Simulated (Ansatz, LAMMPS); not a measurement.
# Structural relaxation of glassy 57SiO2-43MgO (mol %) (59 atoms)

How does glassy 57SiO2-43MgO (mol %) (59 atoms) relax, and what do bonds, charges and levels look like afterwards?

Calculated with Ansatz 0.2.0; Kohn-Sham DFT, PBE, PAW (set soft_2), plane waves.

Report form: the programs' logs are mostly left out.

### 1. The structure

The cell holds 59 atoms: 13 Si, 10 Mg and 36 O. Its edges and angles: a = 9.068 Å, b = 9.068 Å, c = 9.068 Å, α = 90.0°, β = 90.0°, γ = 90.0°. 59 atoms (13 Si, 10 Mg, 36 O) placed at random at 2.46 g/cm³, melted at 4000 K for 10 ps at fixed volume with the Morse and Coulomb pair potential with partial charges (Pedone, Malavasi, Menziani, Cormack and Segre, J. Phys. Chem. B 110, 11780 (2006)). Quenched from 4000 K to 300 K at 5 K/ps and fixed volume, held 10 ps at zero pressure.

What the set-up can't give: The quench rate of 5 K/ps is orders of magnitude faster than experiment, which tends to freeze in extra defects. The network of bonds at the start is that of the classical potential that made the cell. Only the Γ point is sampled, in a cell whose shortest periodic width is 9 Å.

### 2. Making the structure

A classical potential supplies the starting structure, since it reaches far longer times than DFT.

This step: classical MD, Morse and Coulomb pair potential with partial charges (Pedone, Malavasi, Menziani, Cormack and Segre, J. Phys. Chem. B 110, 11780 (2006)) (LAMMPS 22 Jul 2025 - Update 4).

The input, in.lmp:

```
# melt-quench of Si13Mg10O36
units metal
atom_style charge
boundary p p p
region box block 0 9.2780 0 9.2780 0 9.2780
create_box 3 box
mass 1 28.0850   # Si
mass 2 24.3050   # Mg
mass 3 15.9990   # O
create_atoms 1 random 13 751743 NULL overlap 1.5 maxtry 2000
create_atoms 2 random 10 751750 NULL overlap 1.5 maxtry 2000
create_atoms 3 random 36 751757 NULL overlap 1.5 maxtry 2000
pair_style hybrid/overlay pedone 5.5 coul/long 8.0
pair_coeff * * coul/long
pair_coeff 1 3 pedone 0.340554 2.006700 2.100000 1   # Si-O
pair_coeff 2 3 pedone 0.038908 2.281000 2.586153 5   # Mg-O
pair_coeff 3 3 pedone 0.042395 1.379316 3.618701 22   # O-O
set type 1 charge 2.4
set type 2 charge 1.2
set type 3 charge -1.2
kspace_style pppm 1.0e-4
neigh_modify delay 0 every 1 check yes
thermo_style custom step time temp pe press density
thermo_modify norm yes
timestep 0.002
thermo 100
min_style cg
minimize 1e-4 1e-4 200 2000
reset_timestep 0
velocity all create 4000 751744 mom yes dist gaussian
fix lim all nve/limit 0.05
fix lan all langevin 4000 4000 0.2 751745 zero yes
thermo 500
run 1000 post no
# [... 7 lines left out ...]
fix md all nvt temp 4000 300 0.2
run 370000 post no
unfix md
thermo 1666
fix md all npt temp 300 300 0.2 iso 0 0 2
run 5000 post no
unfix md
write_dump all custom glass.dump id type xs ys zs modify sort id
```

The run is started by

```
$ lmp -in in.lmp -log none -nocite
```

Elapsed: 76 s, on 1 thread of Intel Xeon 6975P-C (Granite Rapids), shared host; peak memory 0.068 GiB.

### 3. Single point at the start

The forces at the start show how far the geometry lies from a minimum of this functional.

The input, input.yaml:

```yaml
crystal:
  lattice:
    - [9.06817, 0.0, 0.0]
    - [0.0, 9.06817, 0.0]
    - [0.0, 0.0, 9.06817]
  atoms:
    - { symbol: Si, position: [0.27602, 0.06575, 0.22663] }
    - { symbol: Si, position: [0.22274, 0.59355, 0.16217] }
    - { symbol: Si, position: [0.83644, 0.67791, 0.32574] }
    - { symbol: Si, position: [0.00728, 0.54166, 0.61118] }
    - { symbol: Si, position: [0.77727, 0.49864, 0.03785] }
    - { symbol: Si, position: [0.84581, 0.30897, 0.79721] }
    - { symbol: Si, position: [0.32776, 0.44242, 0.64193] }
    - { symbol: Si, position: [0.78168, 0.15928, 0.36235] }
[... 47 atom lines left out ...]
    - { symbol: O, position: [0.71116, 0.89094, 0.02524] }
    - { symbol: O, position: [0.84505, 0.08281, 0.51705] }
    - { symbol: O, position: [0.66237, 0.68398, 0.36502] }
    - { symbol: O, position: [0.22271, 0.04738, 0.40326] }
kpoints:
  mp_grid: { grid: [1, 1, 1] }
hamiltonian:
  xc: pbe
scf:
  occupations: { method: fermi_dirac, width: 0.025 }
output:
  forces: true
  stress: true
  populations: true
  dos:
    method: { smearing: { sigma: 0.1 } }
    de: 0.1
    projected: { site_lists: { Mg: [Mg], O: [O], Si: [Si] } }
  eigenvalues: true
```

The run is started by

```
$ ansatz run input.yaml --threads 4 --pin off --max-ram 8192MiB --backend cpu --events-out ev --progress --plain --runs-dir out
```

Elapsed: 3.3 s, on 4 threads of Intel Xeon 6975P-C (Granite Rapids), shared host; peak memory 0.92 GiB.

The run gave:

```yaml
free_energy: -47994.5903 eV
free_energy_per_atom: -813.4676 eV/atom
scf_cycles: 9
pressure: 5.353 GPa
r_m_s_force_component: 1.45 eV/Å
longest_force: 5.881 eV/Å
fermi_energy: 5.945 eV
spacing_of_highest_filled_and_lowest_empty_level: 3.698 eV
spilling_of_the_projection: 0.01109
```

The r.m.s. force component of 1.4 eV/Å and the pressure of 5.4 GPa set the starting point.

Neighbours are counted within 2.08 Å (O-Si), 2.52 Å (O-Mg).

Length of the force by element and coordination:

```tsv
element	coordination	atoms	mean length of the force (eV/Å)	spread	least	most
Mg	all	10	1.02	0.543	0.212	1.95
Mg	4	3	1.35	0.489	0.748	1.95
Mg	5	7	0.880	0.503	0.212	1.89
O	all	36	2.20	1.18	0.435	5.88
O	2	13	2.09	0.976	0.435	4.05
O	3	19	2.44	1.34	0.795	5.88
O	4	4	1.45	0.290	1.05	1.75
Si	all	13	3.04	0.998	1.000	4.73
```

### 4. Relaxation

The atoms are relaxed in the fixed cell, aiming at the force tolerance of the input.

input.yaml, the sections that differ from step 3:

```yaml
output:
  forces: true
relax:
  f_tol: 0.03
  max_steps: 200
# crystal, kpoints, hamiltonian, scf: as in step 3
```

The job ended after 11 s (4 threads; peak memory 0.89 GiB).

Relaxation path:

```tsv
step	energy less that of the first step (eV)	largest force component (eV/Å)
1	0.0000	4.8437
2	-2.9917	2.4582
3	-4.5809	0.7431
4	-4.8382	0.2828
5	-4.8992	0.0748
6	-4.9038	0.0232
```

The atoms that moved most (Å):

```tsv
atom	dx	dy	dz	length
O56	0.140	0.384	-0.098	0.420
Mg23	-0.043	0.330	-0.183	0.380
O59	0.246	-0.282	-0.022	0.375
O49	0.158	-0.027	-0.313	0.352
O48	-0.252	-0.105	-0.220	0.351
O30	-0.234	0.153	-0.019	0.280
O51	0.127	0.231	-0.083	0.276
O29	-0.011	-0.068	-0.264	0.272
```

The relaxation changed the energy by -83.1 meV/atom, and atoms moved by 0.19 Å r.m.s., 0.42 Å at most.

### 5. Structure statistics after relaxation

Bonds before and after, by the cutoffs listed below:

```tsv
pair	bonds before	bonds after	mean before (Å)	mean after (Å)	spread before (Å)	spread after (Å)
O-Si	52	52	1.614	1.643	0.055	0.031
O-Mg	47	49	2.122	2.093	0.128	0.112
```

Density 2.64 g/cm³, 12.64 Å³ an atom.

Pair distribution functions g(r), in bins of 0.2 Å:

```tsv
r (Å)	total	O-O	O-Si	O-Mg	Si-Si	Si-Mg	Mg-Mg
1.50	0.34	0.00	1.28	0.00	0.00	0.00	0.00
1.70	2.95	0.00	10.98	0.00	0.00	0.00	0.00
1.90	0.57	0.00	0.00	2.76	0.00	0.00	0.00
2.10	1.16	0.00	0.00	5.60	0.00	0.00	0.00
2.30	0.16	0.00	0.00	0.79	0.00	0.00	0.00
2.50	0.53	1.28	0.10	0.13	0.00	0.00	0.00
2.70	1.68	4.01	0.09	0.22	0.00	1.54	0.00
2.90	0.81	1.25	0.07	0.30	1.21	1.36	3.54
3.10	0.89	1.05	0.00	0.43	2.92	2.84	1.85
3.30	0.95	0.93	0.82	0.39	1.95	1.49	3.29
3.50	1.00	0.67	1.02	1.06	0.00	2.83	1.45
3.70	0.74	0.57	1.28	0.66	0.26	0.35	0.45
3.90	1.20	0.69	2.02	1.73	0.23	0.45	0.00
4.10	1.17	0.85	1.99	1.33	0.20	0.28	0.70
4.30	1.16	0.87	1.28	1.28	3.04	0.72	0.64
```

Bonds by pair of elements; cutoffs follow the first minimum of g(r), held within bounds set by covalent radii, and pairs that aren't listed don't count as bonded:

```tsv
pair A-B	cutoff (Å)	bonds	mean length (Å)	spread (Å)	shortest (Å)	B about A	A about B
O-Si	2.08	52	1.64	0.031	1.59	1.44	4
O-Mg	2.58	49	2.09	0.112	1.92	1.36	4.9
```

How many atoms have how many bonded neighbours:

```tsv
element	mean	2	3	4	5
Mg	4.9	0	0	1	9
O	2.81	12	19	5	0
Si	4	0	0	13	0
```

Bond angles, per cent of each kind in bins of 5°:

```tsv
angle (°)	O-Mg-O	O-Si-O	Mg-O-Si	Mg-O-Mg	Si-O-Si
65–70	2.1	0.0	0.0	0.0	0.0
70–75	9.4	0.0	0.0	0.0	0.0
75–80	7.3	0.0	0.0	0.0	0.0
80–85	9.4	0.0	3.7	6.9	0.0
85–90	4.2	0.0	5.6	17.2	0.0
90–95	12.5	1.3	11.1	20.7	0.0
95–100	6.2	6.4	7.4	10.3	0.0
100–105	10.4	17.9	1.8	13.8	0.0
105–110	4.2	25.6	13.0	10.3	0.0
110–115	4.2	35.9	11.1	0.0	0.0
115–120	5.2	9.0	1.8	10.3	0.0
120–125	2.1	1.3	7.4	0.0	6.2
125–130	3.1	2.6	5.6	3.5	12.5
130–135	1.0	0.0	5.6	0.0	12.5
135–140	2.1	0.0	1.8	0.0	12.5
140–145	6.2	0.0	9.3	0.0	6.2
145–150	1.0	0.0	5.6	3.5	12.5
150–155	2.1	0.0	5.6	0.0	6.2
155–160	2.1	0.0	3.7	0.0	12.5
160–165	2.1	0.0	0.0	0.0	0.0
165–170	2.1	0.0	0.0	0.0	6.2
170–175	1.0	0.0	0.0	3.5	12.5
```

Bond angles (no mean is given where the spread exceeds 20°):

```tsv
angle	count	mean (°)	spread (°)
O-Mg-O	96	-	-
O-Si-O	78	109	6.4
Mg-O-Si	54	-	-
Mg-O-Mg	29	103	19.2
Si-O-Si	16	146	16.5
```

Oxygen atoms by the number of network formers (Si, P, Ge, B, Al, As, Ga) bound to them:

```tsv
network formers bound to O	O atoms	per cent
0	0	0
1	20	55.6
2	16	44.4
```

Network units: each former by its oxygen neighbours and how many of them bridge to another former:

```tsv
former	O neighbours	bridging O	atoms
Si	4	0	1
Si	4	1	2
Si	4	2	2
Si	4	3	6
Si	4	4	2
```

Bond length by coordination (bonds to H left out):

```tsv
element	coordination	atoms	mean bond length (Å)
Mg	4	1	2.05
Mg	5	9	2.10
O	2	12	1.65
O	3	19	1.90
O	4	5	2.02
```

Rings of the network by King's shortest-path rule, up to 12 atoms, one path for each pair of neighbours; H, halogens, alkali and alkaline-earth atoms are left out, and the last column divides by all other atoms, bonded or not:

```tsv
ring size (atoms)	rings	per network atom
8	1	0.02
12	1	0.02
```

For some of the pairs, g(r) has its first main peak near 2.7 Å (O-O), 1.6 Å (O-Si), 2.1 Å (O-Mg) and 3.1 Å (Si-Si). By these cutoffs 90 % of Mg atoms have 5, 53 % of O atoms have 3 and all Si atoms have 4 bonded neighbours. 44 % of the oxygens bridge two formers (Si) and 56 % are non-bridging. The commonest Si unit has 4 oxygens, 3 of them shared with other formers (6 of 13 atoms). Rings of 8 and 12 atoms are the most common (50 % each of those counted); sizes run from 8 to 12, where the search stops.

### 6. Single point at the relaxed geometry

One more single point at the end of the walk gives the fuller output and checks the residual forces.

The input, input.yaml:

```yaml
crystal:
  lattice:
    - [9.06817, 0.0, 0.0]
    - [0.0, 9.06817, 0.0]
    - [0.0, 0.0, 9.06817]
  atoms:
    - { symbol: Si, position: [0.28646, 0.05355, 0.22545] }
    - { symbol: Si, position: [0.23606, 0.5949, 0.16849] }
    - { symbol: Si, position: [0.84041, 0.68017, 0.32866] }
    - { symbol: Si, position: [0.00948, 0.54379, 0.61724] }
    - { symbol: Si, position: [0.77511, 0.50471, 0.04878] }
    - { symbol: Si, position: [0.83039, 0.31107, 0.79376] }
    - { symbol: Si, position: [0.32741, 0.43694, 0.61472] }
    - { symbol: Si, position: [0.76694, 0.14832, 0.36666] }
[... 47 atom lines left out ...]
    - { symbol: O, position: [0.72655, 0.93325, 0.01446] }
    - { symbol: O, position: [0.82604, 0.06838, 0.52464] }
    - { symbol: O, position: [0.66476, 0.68559, 0.36845] }
    - { symbol: O, position: [0.24987, 0.01633, 0.40086] }
kpoints:
  mp_grid: { grid: [1, 1, 1] }
hamiltonian:
  xc: pbe
scf:
  occupations: { method: fermi_dirac, width: 0.025 }
output:
  forces: true
  stress: true
  populations: true
  dos:
    method: { smearing: { sigma: 0.15 } }
    de: 0.1
    projected: { site_lists: { Mg: [Mg], O: [O], Si: [Si] } }
  eigenvalues: true
  write_density: true
  write_potential: true
  volumetric_format: npy
  elf: true
```

It took 3.8 s on 4 threads; peak memory 0.91 GiB.

The run gave:

```yaml
free_energy: -47999.4941 eV
free_energy_per_atom: -813.5507 eV/atom
scf_cycles: 8
pressure: -0.01223 GPa
r_m_s_force_component: 0.00637 eV/Å
longest_force: 0.02519 eV/Å
fermi_energy: 5.982 eV
spacing_of_highest_filled_and_lowest_empty_level: 3.797 eV
spilling_of_the_projection: 0.01089
```

Löwdin charges by element and coordination (they lack the spilled electrons, 0.068 e an atom on average):

```tsv
element	coordination	atoms	mean charge (e)	spread	least	most
Mg	all	10	1.63	0.0115	1.62	1.65
Mg	4	1	1.65	0	1.65	1.65
Mg	5	9	1.63	0.0102	1.62	1.65
O	all	36	-0.946	0.124	-1.11	-0.783
O	2	12	-0.809	0.0414	-0.941	-0.783
O	3	19	-0.995	0.0912	-1.10	-0.821
O	4	5	-1.09	0.0183	-1.11	-1.07
Si	all	13	1.67	0.0645	1.54	1.77
```

Density of states as counts of states in windows of 1 eV (from the Fermi level), total and the larger projections:

```tsv
from (eV)	to (eV)	total	O p	Si p
-14	-12	0.0	0.0	0.0
-12	-11	3.2	2.1	0.2
-11	-10	7.3	4.9	0.5
-10	-9	7.3	5.1	0.9
-9	-8	11.3	8.5	1.8
-8	-7	14.2	10.9	1.6
-7	-6	26.2	20.9	2.6
-6	-5	36.1	31.2	2.4
-5	-4	39.4	36.7	1.1
-4	-3	43.4	41.5	0.7
-3	-2	25.1	24.2	0.3
-2	-1	2.5	2.4	0.0
-1	1	0.0	0.0	0.0
1	2	1.8	0.0	0.0
2	3	0.2	0.0	0.0
3	4	2.3	0.3	0.3
4	5	10.6	1.2	2.1
```

Between -26 and -14 eV lie 72 more states.

The stored curve holds about 288 of the 368 electrons; the rest, give or take the few that broadening carries across the Fermi level, lie in deeper levels below its range.

The levels nearest the highest filled one (over half full), pooled over k-points and spins:

```tsv
level less the highest filled one (eV)	occupation
-0.530	2
-0.418	2
-0.368	2
-0.276	2
-0.0759	2
0	2
3.80	0
5.77	0
6.02	0
6.17	0
6.34	0
6.40	0
```

Valence density in the bc plane at fractional x = 0.411, with atoms of Si and Mg and O within 0.2 Å of it. It is the smooth field of the valence electrons, not physical close to the nuclei.

Ten steps, logarithmic in the rise over the least value, from '_' (0 e/Å³) to '@' (21 e/Å³), each cell a mean:
```
____::====--::..__________________________________
____::--==--::..__________________________________
____..::--::....__________________________________
______..::::......__________....____......________
______....::::--::..____..::----::..........______
____......::======::....::++**++--::........______
....::....::======::....--**##**==::____....______
..::--::....::----::....--++++++--::..::::....____
::----::................::----::::..::--==--......
..::::::..______..::::::............--++**++--..__
__......______..::--====::..______..--**##**--..__
______________..--++**++--..______..::++++==::..__
________........--**##**--..________..::--::..____
________::::....--++**++--..__________......______
________......__..::--::..________..==++--________
______..::::..______....__________--%%@@##::______
____..::====--..__________..::....--%%@@##::......
....::==**##++::..______..--====::::++**==::----::
::..::==####++--..____..--++##**==::......--++++==
--..::--++++==::........--**##**==::____::==**##++
::......::--::--**##==..::==++++--..____..==****++
..______......++@@@@##....::::::..________::--==--
______........==%%@@**..____________________......
____..::--::....--==::____________________________
```
Columns run along b (9.1 Å), rows up along c (9.1 Å). Atoms in or near the plane, at fractional coordinates: Si at (0.74, 0.72), Mg at (0.36, 0.08), Mg at (0.76, 0.32), O at (0.41, 0.47), O at (0.58, 0.19), O at (0.20, 0.23), O at (0.92, 0.17).

Electrostatic potential energy in the bc plane at fractional x = 0.411, with atoms of Si and Mg and O within 0.2 Å of it. With pseudopotentials it is smooth inside the atoms' cores, unlike the true potential.

Values in eV, 13 rows by 16 columns, each cell a mean:
```
 11  10  -7  -2   6   3   3   6   9  10  10  10  11  11  11  11
 10   9   4   2   5   7   8   9  10  10   8   6   7   9  10  10
  9   6  -3 -11  -4   4   9   9   4  -4  -1 -19 -21  -2   7   9
  7   6   1  -5 -10  -4   4   4 -18 -35 -19 -42 -44 -16   4   7
  5   2   6   6   6   3  -7 -11  -3  -4   0 -17 -22  -7   5   5
  5   6   6   6   6   4  -9  -8   3   8   8   5 -24 -30   2   6
  7   5   0  -4   2  -4 -37 -24   8   9   9   8  -4  -8   7   8
  8   5  -3 -10   0   4 -13  -4   9   9   6  -2  -8   1   7   9
  8   6   4   1   6   9   9   9   9   8   2 -29 -44 -18   5   8
  5   4 -18 -33  -4   8   8   9   1 -12   0 -12 -24  -6   0   3
  3   4 -10 -23  -3  -3  -2   6 -18 -40 -10   7   6   0 -33 -26
  7   7   8   7  -8 -41 -36  -1   4  -1   8  11  11   9  -8  -4
  9   9   8   7  -3 -28 -24   0   8  10  11  11  11  11  11  10
```
Columns run along b (9.1 Å; values clipped at the 3rd and 97th percentile), rows up along c (9.1 Å). Atoms in or near the plane, at fractional coordinates: Si at (0.74, 0.72), Mg at (0.36, 0.08), Mg at (0.76, 0.32), O at (0.41, 0.47), O at (0.58, 0.19), O at (0.20, 0.23), O at (0.92, 0.17).

Mean Löwdin charges: Mg +1.63, O -0.95, Si +1.67 e (they miss 1.1 % of the electrons, so they add up to more than the cell's charge).

A closer look about O46, which has 4 bonded neighbours where the commonest count for O is 3: 15 atoms, nearest first, numbered in the order of the input, with positions taken from that point.

```tsv
atom	x	y	z	distance (Å)	bonds	Löwdin charge (e)
O46	0.00	0.00	0.00	0.00	4	-1.11
Si1	-1.03	-1.31	-0.04	1.66	4	1.54
Mg17	0.11	1.44	-1.34	1.97	5	1.64
Mg22	0.79	0.05	1.82	1.98	5	1.62
Mg23	1.46	-1.45	-1.08	2.32	5	1.64
O49	-0.08	-2.54	-0.55	2.61	3	-1.07
O59	-1.36	-1.64	1.55	2.64	3	-1.10
O30	0.69	-0.28	-2.56	2.66	3	-1.01
O52	-2.38	-1.02	-0.88	2.74	3	-1.05
O27	2.05	-1.50	1.01	2.74	4	-1.10
O53	-1.92	2.05	-0.85	2.93	3	-1.07
O29	0.26	1.94	2.21	2.95	3	-1.03
O47	2.06	2.06	-1.19	3.15	3	-1.01
Mg18	1.66	2.56	0.83	3.16	5	1.62
O37	2.61	0.96	1.57	3.19	3	-1.05
```

The column of bonds counts only the pairs O-Si within 2.08 Å, O-Mg within 2.58 Å; other neighbours, such as metal atoms beside each other in a compound, aren't counted, and periodic images can show an atom twice.

### 7. A repeat

The input is that of the reference in all keys that bear on the result, so the run is a repeat.

The input, input.yaml:

```yaml
crystal:
  lattice:
    - [9.06817, 0.0, 0.0]
    - [0.0, 9.06817, 0.0]
    - [0.0, 0.0, 9.06817]
  atoms:
    [... the 59 atom lines of step 3 ...]
kpoints:
  mp_grid: { grid: [1, 1, 1], shift: [0.0, 0.0, 0.0] }
hamiltonian:
  xc: pbe
scf:
  occupations: { method: fermi_dirac, width: 0.025 }
output:
  forces: true
  stress: true
  populations: true
  dos:
    method: { smearing: { sigma: 0.08 } }
    de: 0.1
    projected: { site_lists: { Mg: [Mg], O: [O], Si: [Si] } }
  eigenvalues: true
```

The job ended after 3.1 s (4 threads; peak memory 0.91 GiB).

Geometry and reference: those of the single point at the start.

Forces differ from those of the single point at the start by 0 meV/Å r.m.s., 0 % of their size.

### 8. What came out

```yaml
energy_change_in_the_relaxation: -83.12 meV/atom
r_m_s_displacement: 0.192 Å
largest_displacement: 0.42 Å
free_energy_per_atom: -813.5507 eV/atom
pressure: -0.01223 GPa
r_m_s_force_component: 0.00637 eV/Å
spacing_of_highest_filled_and_lowest_empty_level: 3.797 eV
wall_time_of_the_4_dft_runs: 22 s
```

Relaxation lowers the energy by 83.1 meV/atom and moves atoms by 0.19 Å r.m.s.; the r.m.s. force component goes from 1.4 to 0.0064 eV/Å, the pressure goes from 5.4 to -0.012 GPa, and the gap from 3.70 to 3.80 eV. By the final cutoffs 0 of 99 bonded pairs parted and 2 joined. From the first step to the last the energy fell by 4.904 eV, and the largest move was 0.42 Å (O56). The O-Mg bonds go from 2.122 Å (spread 0.128) to 2.093 Å (spread 0.112), and their number from 47 to 49. With the cutoffs above, 90 % of Mg atoms have 5, 53 % of O atoms have 3 and all Si atoms have 4 bonded neighbours. 44 % of the oxygens bridge two formers (Si) and 56 % are non-bridging. Between filled and empty levels lie 3.80 eV (at Γ alone); a semilocal functional tends to put such gaps too low. In a disordered cell it changes from sample to sample, and tail or defect levels can set it.

What to keep in mind: The network of bonds at the start is that of the classical potential that made the cell; in DFT 0 of its 99 bonded pairs passed out of the cutoffs and 2 came within them. The stress is far from hydrostatic: its diagonal is 1.7, 0.6, -2.4 GPa, compression counted positive.

[Logs are printed without paths, hosts, clocks, repeated set-up lines and the standing remarks that a program may print on its own settings, such as how far it seeks lower states.]

[Hosts, paths, dates, database ids (printed as entryN), source tags and the programs' standing remarks are cut or masked in the printed files.]
